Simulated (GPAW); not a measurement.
# CaC2 (I4/mmm): G0W0 with GPAW, start to end, part 2 of 2

Wanted: ground state, empty states, screening and self-energy for CaC2 (I4/mmm).

GPAW 26.7.0; LDA and many-body steps on it, plane waves. Known limits of the many-body steps: not at the basis limit; coarse k mesh.

So far. Step 3 (Bands along the symmetry lines): The gap is 1.185 eV, −0.004 eV from the run before at this level. Step 4 (Empty states on the mesh, 4×4×4 mesh, 118 bands): On this mesh the gap is 1.189 eV.

## Step 5: Screening and self-energy, 4×4×4 mesh, 108 bands, screening to 100 eV

G0W0 replaces the xc potential by the self-energy, built once from these orbitals. Only a window of levels is corrected, while the sums run over the empty bands that the input names.

This step: G0W0 on LDA, plane waves, PAW.

Input file run.py:

```python
import json
import numpy as np
from gpaw.mpi import world
from gpaw.response.g0w0 import G0W0

gw = G0W0('full.gpw',
    filename='gw',
    kpts=[0, 10, 12],
    bands=(7, 11),
    ecut=100,
    nbands=108,
    integrate_gamma='WS',
    ppa=True)
gw.calculate()
res = {mode: {k: v for k, v in r.items() if k != 'sigma_eskwn'}
       for mode, r in gw.all_results.items()}

if world.rank == 0:
    with open('result.json', 'w') as f:
        json.dump(res, f, default=lambda x: x.tolist())
```

Started as:

```
> mpirun -n 4 gpaw python run.py
```

Numbers of over 12 decimals in the logs are rounded to 6 here.

Output:

```text
Using integrator: PointIntegrator
FrequencyGridDescriptor(from 0.000+0.000j to 0.000+27.211j eV, 2 points)
Nonperiodic BCs:  [False False False]
Using integrator: PointIntegrator
FrequencyGridDescriptor(from 0.000+0.000j to 0.000+27.211j eV, 2 points)
Nonperiodic BCs:  [False False False]
  ___  _ _ _
 |   || | | |
 | | || | | |
 |__ ||_____|
 |___|

BZ k-points: Symmetries present (total): 16

  [... matrices ...]
64 k-points: 4 x 4 x 4 Monkhorst-Pack grid + [1/8,1/8,1/8]
13 k-points in the irreducible part of the Brillouin zone
       k-points in crystal coordinates                weights
   0:     0.00000000    0.00000000    0.00000000          1/64
   1:     0.25000000   -0.25000000    0.00000000          4/64
   2:     0.25000000   -0.25000000    0.25000000          4/64
   3:     0.25000000    0.00000000    0.00000000          8/64
   4:     0.25000000    0.25000000   -0.25000000          2/64
   5:     0.25000000    0.25000000    0.25000000          2/64
   6:     0.50000000    0.00000000    0.25000000          8/64
   7:     0.50000000    0.00000000    0.50000000          4/64
   8:     0.50000000    0.25000000    0.25000000         16/64
   9:     0.50000000    0.25000000    0.50000000          8/64
          ...
  12:     0.50000000    0.50000000    0.50000000          1/64

Distributing spins, k-points and bands (1 x 3 x 4) over 4 processes
Number of blocks: 1

Quasi particle states:
k-points (IBZ indices): [0, 10, 12]
Band range: (7, 11)
  [... matrices ...]
Computational parameters:
Plane wave cut-off: 100 eV
Number of bands: 108
Coulomb cutoff: None
Broadening: 0.1 eV

fxc modes: GW
Kernel: RPA
Using Godby-Needs plasmon-pole approximation:
  Fitting energy: i*E0, E0 = 1.000 Hartree
Summing all q:

Calculating screened Coulomb potential
No Coulomb truncation
FrequencyGridDescriptor(from 0.000+0.000j to 0.000+27.211j eV, 2 points)
Removing empty qpoint cache files...

Calculating chi0 body with:
    Ground state adapter containing:
    Number of spins: 1
    Number of kpoints: 64
    Number of irreducible kpoints: 13
    Number of completely occupied states: 9
    Number of partially occupied states: 9
    Occupied states memory: 1.8984375 M / cpu

    Linear response parametrization:
    q_c: [0.0, 0.0, 0.0]
    Number of frequency points: 2
    Planewave cutoff: 100.0
    Number of bands: 108
    Number of planewaves: 113
    Broadening (eta): 1e-06
    comm.size: 4
    kncomm.size: 4
    blockcomm.size: 1

    Memory estimate of potentially large arrays:
        chi0_wGG: 0.389679 M / cpu
Integrating chi0 body.

Symmetries of q_c:
    Direct symmetries (Uq -> q): 16
    Indirect symmetries (TUq -> q): 0
In total 16 allowed symmetries.

  [... matrices ...]
13 groups of equivalent kpoints. 79.6875% reduction.

Integral kind: response function
Integrating chi0 head and wings.

Symmetries of q_c:
    Direct symmetries (Uq -> q): 16
    Indirect symmetries (TUq -> q): 0
In total 16 allowed symmetries.

  [... matrices ...]
13 groups of equivalent kpoints. 79.6875% reduction.

Integral kind: response function wings

Calculating chi0 body with:
    Ground state adapter containing:
    Number of spins: 1
    Number of kpoints: 64
    Number of irreducible kpoints: 13
    Number of completely occupied states: 9
    Number of partially occupied states: 9
    Occupied states memory: 1.8984375 M / cpu

    Linear response parametrization:
[... the further q-points ...]

Results:
f:      Occupation numbers
eps:     KS-eigenvalues [eV]
vxc:     KS vxc [eV]
exx:     Exact exchange [eV]
sigma:   Self-energies [eV]
dsigma:  Self-energy derivatives
Z:       Renormalization factors
qp:      QP-energies [eV]

k-point 0 (0): (0.000, 0.000, 0.000)                GW
band       f     eps     vxc     exx   sigma  dsigma       Z      qp
                                                                   GW
   7   1.000   1.950 -14.796 -17.375   1.628  -0.272   0.786   1.203
   8   1.000   1.950 -14.796 -17.375   1.628  -0.272   0.786   1.203
   9   0.000   6.061 -13.003  -7.155  -3.765  -0.228   0.814   7.757
  10   0.000   6.061 -13.003  -7.155  -3.765  -0.228   0.814   7.757

k-point 1 (10): (0.500, 0.500, 0.000)                GW
band       f     eps     vxc     exx   sigma  dsigma       Z      qp
                                                                   GW
   7   1.000   1.336 -14.344 -17.223   1.800  -0.271   0.786   0.488
   8   1.000   1.869 -14.951 -19.077   3.171  -0.291   0.775   1.129
   9   0.000   4.118 -11.281  -6.525  -3.211  -0.215   0.823   5.390
  10   0.000   8.624 -15.208  -7.548  -4.736  -0.249   0.800  10.965

k-point 2 (12): (0.500, 0.500, 0.500)                GW
band       f     eps     vxc     exx   sigma  dsigma       Z      qp
                                                                   GW
   7   1.000   1.322 -14.378 -17.335   1.898  -0.276   0.784   0.492
   8   1.000   2.929 -15.880 -19.554   2.949  -0.285   0.778   2.365
   9   0.000   6.040 -11.676  -5.656  -3.994  -0.196   0.836   7.734
  10   0.000   8.677 -11.728  -6.265  -4.119  -0.203   0.831   9.794
```

It took 53 s on 4 MPI ranks of Intel Xeon Platinum 8223CL at 3.00GHz (Skylake/Cascade Lake), shared host; peak memory 1.2 GiB.

This step gave:

```
G0W0 gap on the points computed              : 3.024 eV
least direct G0W0 gap on the computed points : 4.261 eV
Z at the valence top                         : 0.7780
Z at the conduction bottom                   : 0.8229
starting gap on the mesh                     : 1.189 eV
k of the valence top                         : 0.5, 0.5, 0.5
k of the conduction bottom                   : 0.5, 0.5, 0
```

The gap on the mesh goes from 1.19 eV to 3.02 eV, a correction of +1.84 eV.

Limits: finite bands, cutoff and mesh; coarse k mesh. v1 is the top filled band, c1 the lowest empty one. The levels before and after the correction (eV, zero at the valence-band top of each column):

```csv
,conduction bottom,valence top
Kohn-Sham,1.19,0.00
G0W0,3.02,0.00
```

```csv
,level,energy (eV)
Kohn-Sham,(0.5 0.5 0) v2,-1.593
Kohn-Sham,(0.5 0.5 0) v1,-1.061
Kohn-Sham,(0.5 0.5 0) c1,1.189
Kohn-Sham,(0.5 0.5 0) c2,5.695
Kohn-Sham,(0.5 0.5 0.5) v2,-1.608
Kohn-Sham,(0.5 0.5 0.5) v1,0.000
Kohn-Sham,(0.5 0.5 0.5) c1,3.111
Kohn-Sham,(0.5 0.5 0.5) c2,5.748
G0W0,(0.5 0.5 0) v2,-1.878
G0W0,(0.5 0.5 0) v1,-1.237
G0W0,(0.5 0.5 0) c1,3.024
G0W0,(0.5 0.5 0) c2,8.599
G0W0,(0.5 0.5 0.5) v2,-1.874
G0W0,(0.5 0.5 0.5) v1,0.000
G0W0,(0.5 0.5 0.5) c1,5.369
G0W0,(0.5 0.5 0.5) c2,7.429
```

## Step 6: Where the time went

Times are wall times on 4 MPI ranks of Intel Xeon Platinum 8223CL at 3.00GHz (Skylake/Cascade Lake), shared host, good to a factor of about two.

```csv
step,time,share,memory (GiB)
ground state,16 s,15 %,0.68
bands along the symmetry lines,13 s,12 %,0.75
empty states on the mesh,25 s,23 %,1.5
screening and self-energy,53 s,50 %,1.2
```

## Step 7: Results

| Property | Result |
| --- | --- |
| LDA gap | 1.18 eV, indirect |
| G0W0 gap on the mesh | 3.02 eV |
| GW settings | 4×4×4 mesh, 108 bands, screening to 100 eV, Godby-Needs plasmon pole |
| known limits | not at the basis limit; coarse k mesh |

**Reading.** G0W0 moves the gap on the mesh from 1.19 eV to 3.02 eV (+1.84 eV), with Z of 0.78 and 0.82 at the edges. Only 3 of the mesh's irreducible points were corrected, so a valley elsewhere could overtake. The dearest step here is «screening and self-energy». Bands and cutoff are finite, so the gap is not at the basis limit. The miss can reach some tenths of an eV and take either sign; the mesh is an error of its own. These stock PAW sets were not made for GW. In the G0W0 run levels were corrected at 3 k points alone, so a gap called «on the mesh» is the least over those, and an edge elsewhere would be missed. The 4×4×4 mesh is coarse for this cell, which bears on the long-range parts of exchange and screening.

[Paths, hosts, dates, memory and timing lines, banners, echoed tables and standing remarks are left out of the program output.]

[Logs are printed without paths, hosts, clocks, repeated set-up lines and the standing remarks that a program may print on its own settings, such as how far it seeks lower states.]

[Runs of the session that timed out or met a known fault of the program may be left out.]

[Hosts, paths, dates, database ids (printed as entryN), source tags and the programs' standing remarks are cut or masked in the printed files.]
